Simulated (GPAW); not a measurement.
**A Mo chain with two Li atoms in line: relaxation, then transmission at several levels**

Aim: the conductance of a Mo chain with two Li atoms in line after relaxation, and whether geometry, basis or functional moves it most.

Method: GPAW LCAO, PAW setups; relaxation of the junction within the symmetry of its start, lead ends held, in the first sound run; inputs show where later runs differ, in GPAW 26.7.0.

### 1. The structure

The cell holds 18 atoms: 16 Mo and 2 Li. Its edges and angles: a = 9.000 Å, b = 9.000 Å, c = 41.688 Å, α = 90.0°, β = 90.0°, γ = 90.0°. Regions: left lead, 8 atoms (8 Mo); channel, 2 atoms (2 Li); right lead, 8 atoms (8 Mo). Vacuum lies along a and b. The structure is stacked along c, and the current runs across the ab planes.

### 2. Relaxing the atoms

Transmission follows bond lengths closely, so the atoms between the held lead ends are relaxed first, within whatever symmetry the start has.

The input, run.py:

```python
import json
from ase import Atoms
from ase.constraints import FixAtoms
from ase.optimize import BFGS
from gpaw import GPAW, FermiDirac

device = Atoms(
    ['Mo', 'Mo', 'Mo', 'Mo', 'Mo', 'Mo', 'Mo', 'Mo', 'Li', 'Li', 'Mo', 'Mo', 'Mo', 'Mo', 'Mo', 'Mo', 'Mo', 'Mo'],
    positions=[
        [4.50000, 4.50000, 1.12500],
        [4.50000, 4.50000, 3.37500],
        [4.50000, 4.50000, 5.62500],
        [4.50000, 4.50000, 7.87500],
        [4.50000, 4.50000, 10.12500],
        [4.50000, 4.50000, 12.37500],
        [4.50000, 4.50000, 14.62500],
        [4.50000, 4.50000, 16.87500],
        [4.50000, 4.50000, 19.36880],
        [4.50000, 4.50000, 22.31880],
        [4.50000, 4.50000, 24.81260],
        [4.50000, 4.50000, 27.06260],
        [4.50000, 4.50000, 29.31260],
        [4.50000, 4.50000, 31.56260],
        [4.50000, 4.50000, 33.81260],
        [4.50000, 4.50000, 36.06260],
        [4.50000, 4.50000, 38.31260],
        [4.50000, 4.50000, 40.56260]],
    cell=[[9.0, 0.0, 0.0], [0.0, 9.0, 0.0], [0.0, 0.0, 41.6876]],
    pbc=True)

device.set_constraint(FixAtoms([0, 1, 2, 3, 4, 5, 6, 11, 12, 13, 14, 15, 16, 17]))
device.calc = GPAW(mode='lcao', basis='dzp', xc='PBE', h=0.18,
                   kpts={'size': (1, 1, 2), 'gamma': True},
                   symmetry={'tolerance': 1e-3, 'extra_ids': [1, 1, 1, 1, 1, 1, 1, 0, 0, 0, 0, 1, 1, 1, 1, 1, 1, 1]},
                   occupations=FermiDirac(0.1), maxiter=250,
                   mixer=dict(beta=0.1, nmaxold=8, weight=100.0),
                   convergence=dict(density=0.0001), txt='relax.txt')
path = []
opt = BFGS(device, maxstep=0.15)
opt.attach(lambda: path.append((device.get_potential_energy(), device.positions.tolist(), device.get_forces().tolist())))
relaxed = bool(opt.run(fmax=0.05, steps=50))
json.dump(dict(relaxed=relaxed, path=path, positions=device.positions.tolist(), moments=device.get_magnetic_moments().tolist(),
               forces=device.get_forces(apply_constraint=False).tolist()), open('result.json', 'w'))
```

Started as:

```
$ OMP_NUM_THREADS=1 OPENBLAS_NUM_THREADS=1 python run.py
```

Output:

```text
Step          Energy          fmax
BFGS:    0      -93.038139        4.199218
BFGS:    1      -93.508947        3.387950
BFGS:    2      -94.051685        0.352817
BFGS:    3      -94.055145        0.146548
BFGS:    4      -94.056062        0.131526
BFGS:    5      -94.057270        0.108469
BFGS:    6      -94.058576        0.233633
BFGS:    7      -94.059873        0.133575
BFGS:    8      -94.060598        0.002692
```

It took 19 min on 1 thread of Arm Neoverse V2, shared host; peak memory 2.1 GiB.

Step by step:

| step | energy less that of the first step (eV) | largest force (eV/Å) |
| --- | --- | --- |
| 1 | 0.0000 | 4.1992 |
| 2 | -0.4966 | 3.3880 |
| 3 | -1.0945 | 0.3528 |
| 4 | -1.0938 | 0.1465 |
| 5 | -1.0957 | 0.1315 |
| 6 | -1.0975 | 0.1085 |
| 7 | -1.1002 | 0.2336 |
| 8 | -1.1006 | 0.1336 |
| 9 | -1.1001 | 0.0027 |

The atoms that moved most (Å):

| atom | dx | dy | dz | length |
| --- | --- | --- | --- | --- |
| Mo8 | 0.000 | 0.000 | -0.198 | 0.198 |
| Mo11 | 0.000 | 0.000 | 0.198 | 0.198 |
| Li10 | 0.000 | 0.000 | -0.073 | 0.073 |
| Li9 | 0.000 | 0.000 | 0.073 | 0.073 |

The relaxation lowered the energy of the cell by 1.10 eV (energies extrapolated to zero smearing; the optimiser's log prints free energies). The largest force left on a free atom is 0.0027 eV/Å.

### 3. Double-zeta polarised basis

Localised orbitals split the wire into layers that couple to their neighbours alone, which is what the Green's function method needs; double zeta with polarisation is the usual level for numbers.

This step: GPAW LCAO, PAW setups; Landauer transmission from Green's functions with principal layers (ASE), zero bias (GPAW 26.7.0).

The input, run.py:

```python
import json
import numpy as np
from ase import Atoms
from ase.transport.calculators import TransportCalculator
from gpaw import GPAW, FermiDirac
from gpaw.lcao.tools import get_lcao_hamiltonian
from scipy.linalg import eigh

# The junction with lead layers at both ends, along the third cell vector
device = Atoms(
    ['Mo', 'Mo', 'Mo', 'Mo', 'Mo', 'Mo', 'Mo', 'Mo', 'Li', 'Li', 'Mo', 'Mo', 'Mo', 'Mo', 'Mo', 'Mo', 'Mo', 'Mo'],
    positions=[
        [4.50000, 4.50000, 1.12500],
        [4.50000, 4.50000, 3.37500],
        [4.50000, 4.50000, 5.62500],
        [4.50000, 4.50000, 7.87500],
        [4.50000, 4.50000, 10.12500],
        [4.50000, 4.50000, 12.37500],
        [4.50000, 4.50000, 14.62500],
        [4.50000, 4.50000, 16.67700],
        [4.50000, 4.50000, 19.44183],
        [4.50000, 4.50000, 22.24577],
        [4.50000, 4.50000, 25.01060],
        [4.50000, 4.50000, 27.06260],
        [4.50000, 4.50000, 29.31260],
        [4.50000, 4.50000, 31.56260],
        [4.50000, 4.50000, 33.81260],
        [4.50000, 4.50000, 36.06260],
        [4.50000, 4.50000, 38.31260],
        [4.50000, 4.50000, 40.56260]],
    cell=[[9.0, 0.0, 0.0], [0.0, 9.0, 0.0], [0.0, 0.0, 41.6876]],
    pbc=True)

# One principal layer of the lead: the first 5 atoms of the device
lead = Atoms(
    ['Mo', 'Mo', 'Mo', 'Mo', 'Mo'],
    positions=[
        [4.50000, 4.50000, 1.12500],
        [4.50000, 4.50000, 3.37500],
        [4.50000, 4.50000, 5.62500],
        [4.50000, 4.50000, 7.87500],
        [4.50000, 4.50000, 10.12500]],
    cell=[[9.0, 0.0, 0.0], [0.0, 9.0, 0.0], [0.0, 0.0, 11.25]],
    pbc=True)

settings = dict(mode='lcao', basis='dzp', xc='PBE', h=0.2,
                occupations=FermiDirac(0.1), maxiter=250,
                mixer=dict(beta=0.1, nmaxold=8, weight=100.0),
                convergence=dict(density=0.0001))
energies = np.arange(-2, 2 + 1e-9, 0.025)
eta = 0.0001
n1, n2 = 1, 1
# k and -k transmit alike, so half of the mesh across the current serves
mesh = [(i, j) for i in range(n1) for j in range(n2) if (i, j) <= (-i % n1, -j % n2)]
weights = np.array([1 if (i, j) == (-i % n1, -j % n2) else 2 for i, j in mesh]) / (n1 * n2)


def ground_state(atoms, size, txt):
    atoms.calc = GPAW(kpts={'size': size, 'gamma': True}, symmetry={'tolerance': 1e-3}, txt=txt, **settings)
    atoms.get_potential_energy()
    return atoms.calc.get_fermi_level()


def blocks(atoms, fermi, points, nz, cells):
    """H - E_F S and S between cell 0 and the cells above it, at each point across the current."""
    kz = np.arange(nz) / nz
    calc = atoms.calc.fixed_density(kpts=[(*k, z) for k in points for z in kz], symmetry='off', txt=None)
    H, S = get_lcao_hamiltonian(calc)
    H = (H - fermi * S).reshape(len(H), len(points), nz, *S.shape[1:])
    S = S.reshape(H.shape[1:])
    phases = [np.exp(-2j * np.pi * kz * R) / nz for R in cells]
    return [(np.einsum('skzij,z->ksij', H, p), np.einsum('kzij,z->kij', S, p)) for p in phases]


def pair(a, b):
    return np.block([[a, b], [b.T.conj(), a]])


def count_channels(h, s, cells, nk=240):
    """Half the number of times that the lead's bands cross each energy, unfolded to its shortest repeat."""
    b = len(h) // cells
    bands = []
    for k in (np.arange(nk + 1) + 0.5) / nk:
        hk, sk = h[:b, :b].copy(), s[:b, :b].copy()
        for R in range(1, cells):
            phase, block = np.exp(2j * np.pi * k * R), slice(R * b, (R + 1) * b)
            hk += h[:b, block] * phase + (h[:b, block] * phase).T.conj()
            sk += s[:b, block] * phase + (s[:b, block] * phase).T.conj()
        w, u = eigh(sk)
        x = u[:, w > 1e-5] / w[w > 1e-5]**0.5  # drop near-dependent combinations
        bands.append(np.r_[eigh(x.T.conj() @ hk @ x, eigvals_only=True), [1e9] * (w <= 1e-5).sum()])
    below = np.array(bands)[:, :, None] < energies
    return (below[1:] != below[:-1]).sum((0, 1)) / 2


fermi_lead = ground_state(lead, (1, 1, 10), 'lead.txt')
fermi_device = ground_state(device, (1, 1, 2), 'device.txt')
T, channels, eigen, tail, misfit, shifts = [], [], [], 0.0, 0.0, []
for first in range(0, len(mesh), 342):
    points = [(i / n1, j / n2) for i, j in mesh[first:first + 342]]
    (H0k, S0k), (H1k, S1k), (H2k, _) = blocks(lead, fermi_lead, points, 5, range(3))
    [(Hk, Sk)] = blocks(device, fermi_device, points, 2, [0])
    tail = max(tail, abs(H2k).max())
    for H0, S0, H1, S1, H, S in zip(H0k, S0k, H1k, S1k, Hk, Sk):
        n = len(S0)
        # Shift the lead onto the potential of the device's first layer
        shift = ((H[:, 0, 0] - H0[:, 0, 0]) / S0[0, 0]).real.mean()
        shifts.append(shift)
        misfit = max(misfit, abs(H[:, :n, :n] - H0 - shift * S0).max())
        Tk, Ck, Ek = [], [], []
        for s in range(len(H)):
            t = s % len(H0)  # a lead without moments serves both spins
            h1, s1 = pair(H0[t] + shift * S0, H1[t] + shift * S1), pair(S0, S1)
            leads = dict(h1=h1, s1=s1, energies=energies, eta=eta, eta1=eta, eta2=eta)
            calc = TransportCalculator(h=H[s], s=S, eigenchannels=3, **leads)
            Tk.append(calc.get_transmission())
            Ek.append(np.sort(calc.eigenchannels_ne, axis=0)[::-1])
            Ck.append(count_channels(h1, s1, 10))
        T.append(Tk)
        channels.append(Ck)
        eigen.append(Ek)
T, channels = np.array(T), np.array(channels)
mean, open_channels = np.einsum('kse,k->se', T, weights), np.einsum('kse,k->se', channels, weights)

print(f'basis functions: device {len(S)}, principal layer {n}')
print(f'Fermi level: lead {fermi_lead:.4f} eV, device {fermi_device:.4f} eV; lead shifted by {np.mean(shifts):.4f} eV')
print(f'largest coupling past the next layer {tail:.2e} eV, largest misfit of the first layer {misfit:.3f} eV')
print('  E-E_F (eV)   ' + 'T (one spin)  channels')
for e, t, c in zip(energies, mean.T, open_channels.T):
    print(f'{e:10.3f}  ', *[f'{x:11.4e}' for x in t], *[f'{x:9.4f}' for x in c])

kT = 8.617333e-5 * 300
fine = np.linspace(energies[0], energies[-1], 4001)
both = np.exp(np.interp(fine, energies, np.log(np.maximum(mean.sum(0) * 2 / len(mean), 1e-30))))
fermi = lambda mu: 1 / (1 + np.exp(np.clip((fine - mu) / kT, -200, 200)))
slope = fermi(0) * (1 - fermi(0)) / kT
G = np.trapezoid(both * slope, fine) / 2
seebeck = -np.trapezoid(both * slope * fine, fine) / (2 * G * 300) * 1e6
print(f'conductance at 300 K: {G:.5g} G0 a cell; thermopower {seebeck:.4g} uV/K')
bias = [0.1, 0.2, 0.5, 1.0, 1.5, 2.0]
current = [38.74 * np.trapezoid(both * (fermi(V / 2) - fermi(-V / 2)), fine) for V in bias]
for V, I in zip(bias, current):
    print(f'current from the zero-bias T(E) at {V} V: {I:.5g} uA')
zero = abs(energies).argmin()
json.dump(dict(energies=energies.tolist(), T=mean.tolist(), channels=open_channels.tolist(), G=G, seebeck=seebeck,
               bias=bias, current=current, tail=tail, misfit=misfit, shift=np.mean(shifts), n_device=len(S), n_lead=n,
               fermi=[fermi_lead, fermi_device], energy=device.get_potential_energy(),
               moments=device.get_magnetic_moments().tolist(), mesh=mesh, weights=weights.tolist(),
               T_k=T[:, :, zero].tolist(), eigen=np.array(eigen[0]).tolist()), open('result.json', 'w'))
```

Output:

```text
basis functions: device 474, principal layer 145
Fermi level: lead -2.7421 eV, device -2.6861 eV; lead shifted by -0.0054 eV
largest coupling past the next layer 2.80e-05 eV, largest misfit of the first layer 0.099 eV
  E-E_F (eV)   T (one spin)  [channel counts left out]
    -2.000    1.2078e-05
    -1.975    1.2352e-05
    -1.950    1.2565e-05
    -1.925    1.2703e-05
    -1.900    1.2749e-05
    -1.875    1.2681e-05
    -1.850    1.2480e-05
    -1.825    1.2121e-05
    -1.800    1.1581e-05
    -1.775    1.0839e-05
    -1.750    9.8807e-06
    -1.725    8.7062e-06
    -1.700    7.3507e-06
    -1.675    5.8910e-06
    -1.650    4.5110e-06
    -1.625    3.5082e-06
[...]
1.825    2.6043e-01
     1.850    2.8087e-01
     1.875    3.0992e-01
     1.900    3.5635e-01
     1.925    4.5964e-01
     1.950    1.0054e+00
     1.975    4.1318e-01
     2.000    1.5660e-01
conductance at 300 K: 0.88788 G0 a cell; thermopower -6.903 uV/K
current from the zero-bias T(E) at 0.1 V: 6.8743 uA
current from the zero-bias T(E) at 0.2 V: 13.718 uA
current from the zero-bias T(E) at 0.5 V: 33.673 uA
current from the zero-bias T(E) at 1.0 V: 62.075 uA
current from the zero-bias T(E) at 1.5 V: 81.119 uA
current from the zero-bias T(E) at 2.0 V: 92.446 uA
```

The job ended after 4.1 min (1 thread; peak memory 1.6 GiB).

This step gave:

| Property | Result |
| --- | --- |
| conductance | 0.8879 G₀ |
| largest coupling past the next principal layer | 2.80e-5 eV |
| largest misfit of the first principal layer | 0.09898 eV |
| shift that aligns the lead | -0.005359 eV |
| basis functions of the junction | 474 |
| basis functions of a principal layer | 145 |
| transmission at the Fermi level (one spin) | 0.8896 |

One spin. Table of transmission, zone mean by energy, zero at the Fermi level:

energy (eV), transmission, zone mean and a bar:
```
   -2.000       0.00 
   -1.900       0.00 
   -1.800       0.00 
   -1.700       0.00 
   -1.600       0.00 
   -1.500       0.04 #
   -1.400       0.03 #
   -1.300       0.03 #
   -1.200       0.04 #
   -1.100       0.06 ##
   -1.000       0.09 ###
   -0.900       0.13 ####
   -0.800       0.19 ######
   -0.700       0.27 ########
   -0.600       0.36 ###########
   -0.500       0.46 ##############
   -0.400       0.55 ################
   -0.300       0.63 ###################
   -0.200       0.71 #####################
   -0.100       0.80 ########################
    0.000       0.89 ###########################
    0.100       0.97 #############################
    0.200       1.00 ##############################
    0.300       0.97 #############################
    0.400       0.89 ##########################
    0.500       0.78 #######################
    0.600       0.66 ####################
    0.700       0.56 #################
    0.800       0.48 ##############
    0.900       0.42 ############
    1.000       0.36 ###########
    1.100       0.32 ##########
    1.200       0.29 #########
    1.300       0.26 ########
    1.400       0.24 #######
    1.500       0.23 #######
    1.600       0.22 ######
    1.700       0.22 #######
    1.800       0.25 #######
    1.900       0.36 ###########
    1.950       1.01 ##############################
    2.000       0.16 #####
```

Not self-consistent under bias; the bias window is split evenly. Current through one cell, from the zero-bias transmission against bias:

| bias (V) | current through one cell, from the zero-bias transmission (μA) |
| --- | --- |
| 0.100 | 6.87 |
| 0.200 | 13.7 |
| 0.500 | 33.7 |
| 1.000 | 62.1 |
| 1.500 | 81.1 |
| 2.000 | 92.4 |

Table of transmission of the three most open eigenchannels by energy, zero at the Fermi level:

| energy (eV) | channel 1 | channel 2 | channel 3 |
| --- | --- | --- | --- |
| -1.600 | 1.6e-6 | 1.6e-6 | 2.5e-8 |
| -1.500 | 0.0413 | 1.1e-4 | 1.9e-6 |
| -1.400 | 0.0259 | 2.3e-6 | 2.3e-6 |
| -1.300 | 0.0304 | 2.8e-6 | 2.8e-6 |
| -1.200 | 0.0420 | 3.4e-6 | 3.4e-6 |
| -1.100 | 0.0609 | 4.1e-6 | 4.1e-6 |
| -1.000 | 0.0885 | 5.0e-6 | 5.0e-6 |
| -0.900 | 0.129 | 6.3e-6 | 6.3e-6 |
| -0.800 | 0.187 | 7.8e-6 | 7.8e-6 |
| -0.700 | 0.267 | 9.9e-6 | 9.9e-6 |
| -0.600 | 0.363 | 1.2e-5 | 1.2e-5 |
| -0.500 | 0.461 | 1.6e-5 | 1.6e-5 |
| -0.400 | 0.549 | 2.0e-5 | 2.0e-5 |
| -0.300 | 0.630 | 2.6e-5 | 2.6e-5 |
| -0.200 | 0.711 | 3.2e-5 | 3.2e-5 |
| -0.100 | 0.799 | 4.1e-5 | 4.1e-5 |
| 0.000 | 0.890 | 5.1e-5 | 5.1e-5 |
| 0.100 | 0.965 | 6.4e-5 | 6.4e-5 |
| 0.200 | 0.998 | 7.9e-5 | 7.9e-5 |
| 0.300 | 0.970 | 1.0e-4 | 1.0e-4 |
| 0.400 | 0.887 | 1.3e-4 | 1.3e-4 |
| 0.500 | 0.776 | 1.6e-4 | 1.6e-4 |
| 0.600 | 0.663 | 2.1e-4 | 2.1e-4 |
| 0.700 | 0.564 | 2.7e-4 | 2.7e-4 |
| 0.800 | 0.481 | 3.7e-4 | 3.7e-4 |
| 0.900 | 0.415 | 5.1e-4 | 5.1e-4 |
| 1.000 | 0.362 | 7.2e-4 | 7.2e-4 |
| 1.100 | 0.319 | 0.00103 | 0.00103 |
| 1.200 | 0.285 | 0.00151 | 0.00151 |
| 1.300 | 0.257 | 0.00226 | 0.00226 |
| 1.400 | 0.234 | 0.00345 | 0.00345 |
| 1.500 | 0.214 | 0.00545 | 0.00545 |
| 1.600 | 0.198 | 0.00911 | 0.00911 |
| 1.700 | 0.185 | 0.0168 | 0.0168 |
| 1.800 | 0.174 | 0.0359 | 0.0359 |
| 1.900 | 0.165 | 0.0959 | 0.0959 |
| 2.000 | 0.157 | 1.1e-5 | 1.4e-8 |

Couplings past the next layer reach 2.8e-5 eV, small enough to drop; the matrix elements of the cell's first layer differ from the bulk lead's by up to 0.099 eV. That layer keeps its own values in the calculation, and only beyond it is the lead taken as perfect. The Fermi levels of lead and junction count from different zeros of potential, one for each periodic cell; with both set to zero, the small remaining shift is what aligns them. By hand: G = 0.8879 × 77.48 μS = 68.8 μS, a resistance of 14.5 kΩ; at 0.1 V a linear junction would pass 6.88 μA, and the integral over the bias window gives 6.87 μA.

(Part 1 of 3 ends here.)

[Logs are printed without paths, hosts, clocks, repeated set-up lines and the standing remarks that a program may print on its own settings, such as how far it seeks lower states.]

[Hosts, paths, dates, database ids (printed as entryN), source tags and the programs' standing remarks are cut or masked in the printed files.]
